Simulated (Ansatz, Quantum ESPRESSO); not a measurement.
**MgNi3C (Pm-3m): zone-centre phonons**

Which modes does MgNi3C (Pm-3m) have at the zone centre?

Program: Quantum ESPRESSO 7.5. Level of theory: DFT LDA, scalar-relativistic, plane waves, GBRV ultrasoft pseudopotentials. Results are calculated unless marked as measured.

Most raw output is cut from this account.

## Step 1: The structure

The structure is cubic, space group Pm-3m (No. 221). Conventional cell: a = 3.809 Å, b = 3.809 Å, c = 3.809 Å, α = 90.00°, β = 90.00°, γ = 90.00°. Nearest to Mg lie 12 Ni at 2.69 Å. Nearest to Ni lie 2 C at 1.90 Å and 4 Mg at 2.69 Å and 8 Ni at 2.69 Å. Nearest to C lie 6 Ni at 1.90 Å. Farther neighbours are not listed.

Coordinates:

```cif
data_structure
_symmetry_space_group_name_H-M 'P 1'
_symmetry_Int_Tables_number 1
_cell_length_a 3.8089
_cell_length_b 3.8089
_cell_length_c 3.8089
_cell_angle_alpha 90.000
_cell_angle_beta 90.000
_cell_angle_gamma 90.000
_cell_volume 55.26
loop_
_atom_site_label
_atom_site_type_symbol
_atom_site_fract_x
_atom_site_fract_y
_atom_site_fract_z
_atom_site_occupancy
Mg1 Mg 0.00000 0.00000 0.00000 1
Ni2 Ni 0.00000 0.50000 0.50000 1
Ni3 Ni 0.50000 0.00000 0.50000 1
Ni4 Ni 0.50000 0.50000 0.00000 1
C5 C 0.50000 0.50000 0.50000 1
```

## Step 2: A probe with smearing

A cheap run with smearing and empty bands tells whether the crystal has a gap, which decides between fixed occupations and smearing later on.

Input file probe.in:

```
 &control
    calculation='scf',
    prefix='x',
    outdir='./tmp',
    pseudo_dir='./pseudo',
    tprnfor=.true.,
    tstress=.true.,
    verbosity='high',
 /
 &system
    ibrav=0,
    nat=5,
    ntyp=3,
    ecutwfc=45.0,
    ecutrho=270.0,
    occupations='smearing',
    smearing='gaussian',
    degauss=0.01,
 /
 &electrons
    conv_thr=1.0d-07,
    mixing_beta=0.7,
    electron_maxstep=100,
 /
ATOMIC_SPECIES
 Mg     24.3050  Mg.upf
 Ni     58.6934  Ni.upf
 C      12.0110  C.upf
CELL_PARAMETERS angstrom
     3.808900000    0.000000000    0.000000000
     0.000000000    3.808900000    0.000000000
     0.000000000    0.000000000    3.808900000
ATOMIC_POSITIONS crystal
 Mg     0.000000000   0.000000000   0.000000000
 Ni     0.000000000   0.500000000   0.500000000
 Ni     0.500000000   0.000000000   0.500000000
 Ni     0.500000000   0.500000000   0.000000000
 C      0.500000000   0.500000000   0.500000000
K_POINTS automatic
 6 6 6 0 0 0
```

Run with:

```sh
$ OMP_NUM_THREADS=1 mpirun -n 4 pw.x -nk 4 -in probe.in > probe.out
```

Run time: 7 s. Hardware: 4 MPI ranks of Intel Xeon 6975P-C (Granite Rapids), shared host; 27 s of CPU time.

This step gave:

| Item | Value |
| --- | --- |
| volume per atom | 11.05 Å³ |
| pressure | -10.88 GPa |
| gap on the k-mesh | 0 eV |

No gap opens on this mesh, so smearing is kept; the start stands at -11 GPa.

## Step 3: Relaxing the cell and atoms

The relaxation runs at a cutoff a fifth above that of the response, since stress converges more slowly with the basis than frequencies do. Forces and stress are brought to rest with tight thresholds.

Input file relax.in:

```
 &control
    calculation='vc-relax',
    prefix='x',
    outdir='./tmp',
    pseudo_dir='./pseudo',
    tprnfor=.true.,
    tstress=.true.,
    forc_conv_thr=2.0d-05,
    etot_conv_thr=1.0d-07,
    nstep=40,
 /
 &system
    ibrav=0,
    nat=5,
    ntyp=3,
    ecutwfc=54,
    ecutrho=324.0,
    occupations='smearing',
    smearing='mv',
    degauss=0.02,
 /
 &electrons
    conv_thr=1.0d-11,
    mixing_beta=0.7,
    electron_maxstep=100,
 /
 &ions
 /
 &cell
    press_conv_thr=0.2,
 /
ATOMIC_SPECIES
 Mg     24.3050  Mg.upf
 Ni     58.6934  Ni.upf
 C      12.0110  C.upf
CELL_PARAMETERS angstrom
     3.808900000    0.000000000    0.000000000
     0.000000000    3.808900000    0.000000000
     0.000000000    0.000000000    3.808900000
ATOMIC_POSITIONS crystal
 Mg     0.000000000   0.000000000   0.000000000
 Ni     0.000000000   0.500000000   0.500000000
 Ni     0.500000000   0.000000000   0.500000000
 Ni     0.500000000   0.500000000   0.000000000
 C      0.500000000   0.500000000   0.500000000
K_POINTS automatic
 8 8 8 0 0 0
```

Run with:

```sh
$ OMP_NUM_THREADS=1 mpirun -n 4 pw.x -nk 4 -in relax.in > relax.out
```

Wall time 58 s (4 MPI ranks).

The steps of the relaxation:

```
step  energy less that of the first step (eV)  largest force (eV/Å)  pressure (GPa)  volume (Å³)
   1                                   0.0000                0.0000          -10.93        55.26
   2                                  -0.1140                0.0000           -0.67        52.24
   3                                  -0.1144                0.0000            0.08        52.05
   4                                  -0.1144                0.0000            0.00        52.07
   5                                  -0.1144                0.0000            0.00        52.07
   6                                  -0.1107                0.0000           -0.02        52.07
```

```
conventional cell, symmetrised  before  after  change
                         a (Å)   3.809  3.734  -2.0 %
                         b (Å)   3.809  3.734  -2.0 %
                         c (Å)   3.809  3.734  -2.0 %
              volume (Å³/atom)   11.05  10.41  -5.8 %
```

Final coordinates:

```xyz
5
Lattice="3.7341 0.0000 0.0000 0.0000 3.7341 0.0000 0.0000 0.0000 3.7341" Properties=species:S:1:pos:R:3 pbc="T T T"
Mg    0.0000    0.0000    0.0000
Ni    0.0000    1.8671    1.8671
Ni    1.8671    0.0000    1.8671
Ni    1.8671    1.8671    0.0000
C     1.8671    1.8671    1.8671
```

The last row of the table of steps is pw.x's closing run on a basis chosen anew for the final cell, so its energy can jump.

Read from the output:

* volume per atom: 10.41 Å³
* pressure: -0.02400 GPa

The volume changes by -5.8 % from the cell with which this run began.

## Step 4: Ground state

The response is built on this ground state, so it is converged far tighter than an energy would need. Smearing stays on, as the first look found no gap above 0.3 eV.

Input file scf.in:

```
 &control
    calculation='scf',
    prefix='x',
    outdir='./tmp',
    pseudo_dir='./pseudo',
    tprnfor=.true.,
    tstress=.true.,
 /
 &system
    ibrav=0,
    nat=5,
    ntyp=3,
    ecutwfc=45.0,
    ecutrho=270.0,
    occupations='smearing',
    smearing='mv',
    degauss=0.02,
 /
 &electrons
    conv_thr=1.0d-12,
    mixing_beta=0.7,
    electron_maxstep=100,
 /
ATOMIC_SPECIES
 Mg     24.3050  Mg.upf
 Ni     58.6934  Ni.upf
 C      12.0110  C.upf
CELL_PARAMETERS angstrom
     3.734142061    0.000000000    0.000000000
     0.000000000    3.734142061    0.000000000
     0.000000000    0.000000000    3.734142061
ATOMIC_POSITIONS crystal
 Mg     0.000000000   0.000000000   0.000000000
 Ni     0.000000000   0.500000000   0.500000000
 Ni     0.500000000   0.000000000   0.500000000
 Ni     0.500000000   0.500000000   0.000000000
 C      0.500000000   0.500000000   0.500000000
K_POINTS automatic
 8 8 8 0 0 0
```

Run with:

```sh
$ OMP_NUM_THREADS=1 mpirun -n 4 pw.x -nk 4 -in scf.in > scf.out
```

Elapsed: 12 s, on 4 MPI ranks; 45 s of CPU time.

This step gave:

| Item | Value |
| --- | --- |
| pressure | -0.079 GPa |

The cell stands at -0.079 GPa, close enough for phonons.

## Step 5: Linear response at Γ

At q = 0 one unit cell holds all displacements; symmetry groups them into irreducible representations that are solved one by one. With smeared occupations no response to a homogeneous field can be asked.

Input file ph.in:

```
phonons
 &inputph
    prefix='x',
    outdir='./tmp',
    fildyn='g.dyn',
    tr2_ph=1.0d-18,
    alpha_mix(1)=0.4,
    nmix_ph=8,
 /
0.000000000000 0.000000000000 0.000000000000
```

Run with:

```sh
$ OMP_NUM_THREADS=1 mpirun -n 4 ph.x -nk 4 -in ph.in > ph.out
```

The job ended after 6.2 min (4 MPI ranks).

Read from the output:

```yaml
largest_acoustic_frequency_at_the_zone_centre_before_the_sum_rule: -8.57 cm⁻¹
highest_optical_zone_centre_mode_no_lo_to_term: 630.4 cm⁻¹
lowest_optical_zone_centre_mode: 142.7 cm⁻¹
```

The acoustic modes at Γ come out as far as 8.6 cm⁻¹ from zero, where they should vanish, a small numerical error.

## Step 6: Zone-centre analysis

A rigid shift of the crystal must cost nothing, but grids and finite bases break this; the acoustic sum rule is imposed before the matrix is diagonalised again.

Input file dynmat.in:

```
 &input
    fildyn='g.dyn',
    asr='simple',
    fileig='dynmat.eig',
 /
```

Run with:

```sh
$ dynmat.x -in dynmat.in > dynmat.out
```

The job ended after 0.62 s (1 thread).

This step gave:

- lowest optical zone-centre mode: 143.0 cm⁻¹

Unit eigenvectors of the mass-weighted matrix after the sum rule; no LO-TO term. Modes at Γ, with each element's share of the kinetic energy:

| mode | frequency (cm⁻¹) | symmetry | Mg % | Ni % | C % |
| --- | --- | --- | --- | --- | --- |
| 1 | 0.0 | acoustic | 11 | 83 | 6 |
| 2 | 0.0 | acoustic | 11 | 83 | 6 |
| 3 | 0.0 | acoustic | 11 | 83 | 6 |
| 4 | 143.0 | T1u | 9 | 77 | 14 |
| 5 | 143.0 | T1u | 9 | 77 | 14 |
| 6 | 143.0 | T1u | 9 | 77 | 14 |
| 7 | 180.1 | T2u | 0 | 100 | 0 |
| 8 | 180.1 | T2u | 0 | 100 | 0 |
| 9 | 180.1 | T2u | 0 | 100 | 0 |
| 10 | 292.6 | T1u | 80 | 20 | 0 |
| 11 | 292.6 | T1u | 80 | 20 | 0 |
| 12 | 292.6 | T1u | 80 | 20 | 0 |
| 13 | 630.4 | T1u | 0 | 20 | 80 |
| 14 | 630.4 | T1u | 0 | 20 | 80 |
| 15 | 630.4 | T1u | 0 | 20 | 80 |

Displacements in mode 4 (143.0 cm⁻¹), the largest set to 1:
```
Mg1  0.08 -0.22 -0.55
Ni2 -0.13 -0.17 -0.43
Ni3  0.07  0.35 -0.43
Ni4  0.07 -0.17  0.87
C5  -0.15  0.40  1.00
```

Displacements in mode 15 (630.4 cm⁻¹), the largest set to 1:
```
Mg1  0.00  0.00 -0.01
Ni2  0.00  0.00  0.01
Ni3  0.00  0.00  0.01
Ni4  0.00  0.00 -0.22
C5   0.00  0.00  1.00
```

The rule moves no optical mode by more than 0.3 cm⁻¹.

## Step 7: Sum rules set otherwise: a sum rule for molecules or wires on a crystal

This rule also removes rotations, which suits wires and not a crystal; it is tried to see the harm.

Input file dynmat.in:

```
 &input
    fildyn='g.dyn',
    asr='one-dim',
    fileig='dynmat.eig',
 /
```

Run with:

```sh
$ dynmat.x -in dynmat.in > dynmat.out
```

Wall time 0.63 s (1 thread).

The program raised no error, yet the settings are not those of a careful run.

The fault: a sum rule for molecules or wires on a crystal; 1 optical mode is projected out to zero frequency, as if it were a rotation.

For a crystal the rule has to be 'simple' or 'crystal'.

Zone-centre frequencies as printed; negative means imaginary. Modes:

| mode | frequency (cm⁻¹) |
| --- | --- |
| 1 | 0 |
| 2 | 0 |
| 3 | 0 |
| 4 | 0 |
| 5 | 142.7 |
| 6 | 142.7 |
| 7 | 172.2 |
| 8 | 179.9 |
| 9 | 179.9 |
| 10 | 273.6 |
| 11 | 292.5 |
| 12 | 292.5 |
| 13 | 630.4 |
| 14 | 630.4 |
| 15 | 641.4 |

## Step 8: Sum rules set otherwise (asr crystal)

The rule can be imposed in more than one way; the choices should agree where the raw error is small.

Input file dynmat.in:

```
 &input
    fildyn='g.dyn',
    asr='crystal',
    fileig='dynmat.eig',
 /
```

Run with:

```sh
$ dynmat.x -in dynmat.in > dynmat.out
```

It took 0.62 s on 1 thread.

Numbers from this step:

```
lowest optical zone-centre mode : 142.7 cm⁻¹
```

Zone-centre frequencies as printed; negative means imaginary. Modes:

```
mode  frequency (cm⁻¹)
   1                 0
   2                 0
   3                 0
   4             142.7
   5             142.7
   6             142.7
   7             179.9
   8             179.9
   9             179.9
  10             292.5
  11             292.5
  12             292.5
  13             630.4
  14             630.4
  15             630.4
```

Against the first rule no mode moves by more than 0.3 cm⁻¹.

## Step 9: A second program

The same cell goes through another code, with its own cutoff. The potentials differ. Its k mesh is centred on Γ.

This step: DFT LDA, scalar-relativistic, plane waves, PseudoDojo norm-conserving pseudopotentials (Ansatz 0.2.0).

Input file input.yaml:

```yaml
crystal:
  lattice:
    - [3.734142061, 0.0, 0.0]
    - [0.0, 3.734142061, 0.0]
    - [0.0, 0.0, 3.734142061]
  atoms:
    - { symbol: Mg, position: [0.0, 0.0, 0.0] }
    - { symbol: Ni, position: [0.0, 0.5, 0.5] }
    - { symbol: Ni, position: [0.5, 0.0, 0.5] }
    - { symbol: Ni, position: [0.5, 0.5, 0.0] }
    - { symbol: C, position: [0.5, 0.5, 0.5] }
kpoints:
  mp_grid: { grid: [8, 8, 8] }
hamiltonian:
  xc: lda
  pseudopotentials: { kind: nc, accuracy: standard }
scf:
  occupations: { method: cold, width: 0.27211 }
output:
  eigenvalues: true
phonons:
  method: dfpt
```

Run with:

```sh
$ ansatz run input.yaml --threads 4 --pin off --max-ram 16384MiB --backend cpu --events-out ev --progress --plain --runs-dir out
```

Run time: 70 s. Hardware: 4 threads; peak memory 3 GiB.

This step gave:

| Property | Result |
| --- | --- |
| sum-rule residual before enforcement | 2.76e-4 eV/Å² |
| highest optical zone-centre mode (no LO-TO term) | 630.1 cm⁻¹ |
| lowest optical zone-centre mode | 141.1 cm⁻¹ |

## Step 10: The two compared: QE GBRV and Ansatz, PseudoDojo

Worked out from the results:

| Item | Value |
| --- | --- |
| root-mean-square difference | 0.98 cm⁻¹ |
| largest difference | 1.89 cm⁻¹ |

The 12 of 12 modes that differ most. Frequencies side by side:

```
q (reciprocal lattice)  mode  QE GBRV (cm⁻¹)  Ansatz, PseudoDojo (cm⁻¹)
                 0 0 0     4             143                      141.1
                 0 0 0     5             143                      141.1
                 0 0 0     6             143                      141.1
                 0 0 0     7           180.1                      179.8
                 0 0 0     8           180.1                      179.8
                 0 0 0     9           180.1                      179.8
                 0 0 0    10           292.6                      292.3
                 0 0 0    11           292.6                      292.3
                 0 0 0    12           292.6                      292.3
                 0 0 0    13           630.4                      630.1
                 0 0 0    14           630.4                      630.1
                 0 0 0    15           630.4                      630.1
```

At the zone centre the largest difference (acoustic modes at Γ apart) is 0.3 % of the highest mode.

## Step 11: Cross-check with Ansatz

The same cell goes through another code, with its own cutoff. It uses its own PAW datasets, so the potentials differ. Its k mesh is centred on Γ.

This step: DFT LDA, scalar-relativistic, plane waves, PAW (Ansatz 0.2.0).

input.yaml, as its differences from that of step 9:

```diff
@@ -15,3 +15,2 @@
   xc: lda
-  pseudopotentials: { kind: nc, accuracy: standard }
 scf:
```

The job ended after 19 s (4 threads; peak memory 1.2 GiB).

This step gave:

* sum-rule residual before enforcement: 3.05e-5 eV/Å²
* highest optical zone-centre mode (no LO-TO term): 626.2 cm⁻¹
* lowest optical zone-centre mode: 143.3 cm⁻¹

## Step 12: The two compared: QE GBRV and Ansatz, PAW

Worked out from the results:

```
root-mean-square difference : 2.11 cm⁻¹
largest difference          : 4.19 cm⁻¹
```

Optical modes, paired by symmetry label. Frequencies side by side, by row:

| q (reciprocal lattice) | mode | QE GBRV (cm⁻¹) | Ansatz, PAW (cm⁻¹) |
| --- | --- | --- | --- |
| 0 0 0 | 4 | 143 | 143.3 |
| 0 0 0 | 5 | 143 | 143.3 |
| 0 0 0 | 6 | 143 | 143.3 |
| 0 0 0 | 7 | 180.1 | 180.2 |
| 0 0 0 | 8 | 180.1 | 180.2 |
| 0 0 0 | 9 | 180.1 | 180.2 |
| 0 0 0 | 10 | 292.6 | 292.2 |
| 0 0 0 | 11 | 292.6 | 292.2 |
| 0 0 0 | 12 | 292.6 | 292.2 |
| 0 0 0 | 13 | 630.4 | 626.2 |
| 0 0 0 | 14 | 630.4 | 626.2 |
| 0 0 0 | 15 | 630.4 | 626.2 |

At the zone centre the largest difference (acoustic modes at Γ apart) is 0.7 % of the highest mode.

## Step 13: What came out

```
space group after relaxation                                           : Pm-3m
volume per atom                                                        : 10.4 Å³
highest optical zone-centre mode (no LO-TO term)                       : 630.4 cm⁻¹
lowest optical zone-centre mode                                        : 143.0 cm⁻¹
imaginary optical modes at the zone centre (no q mesh in this session) : none
largest difference from Ansatz, PseudoDojo                             : 1.89 cm⁻¹
```

**Reading.** At the LDA level the optical modes of MgNi3C (Pm-3m) at the zone centre run from 143 to 630 cm⁻¹. Of the 12 optical modes, 9 are infrared active alone and 3 are silent. QE GBRV and Ansatz, PseudoDojo differ by 1.0 cm⁻¹ in the root mean square and by 1.9 cm⁻¹ at most, 0.3 % of the highest mode compared (acoustic modes at Γ left out); the two use different potentials, and the cell was not relaxed for the second set. QE GBRV and Ansatz, PAW differ by 2.1 cm⁻¹ in the root mean square and by 4.2 cm⁻¹ at most, 0.7 % of the highest mode compared (acoustic modes at Γ left out); the two use different potentials, and the cell was not relaxed for the second set. These are harmonic frequencies at zero temperature: anharmonic shifts and linewidths and thermal expansion are left out. In a metal the frequencies hang on the k mesh and the smearing, most of all near Kohn anomalies. The runs are without spin polarisation, although the cell has an odd electron count or an open d or f shell, so a magnetic state was not tested. The LDA runs differ in the fit of the correlation energy, Perdew-Zunger in some and Perdew-Wang in others.

[Host names and launcher messages were left out of these logs when they were recorded.]

[Logs are printed without paths, hosts, clocks, repeated set-up lines and the standing remarks that a program may print on its own settings, such as how far it seeks lower states.]

[Hosts, paths, dates, database ids (printed as entryN), source tags and the programs' standing remarks are cut or masked in the printed files.]
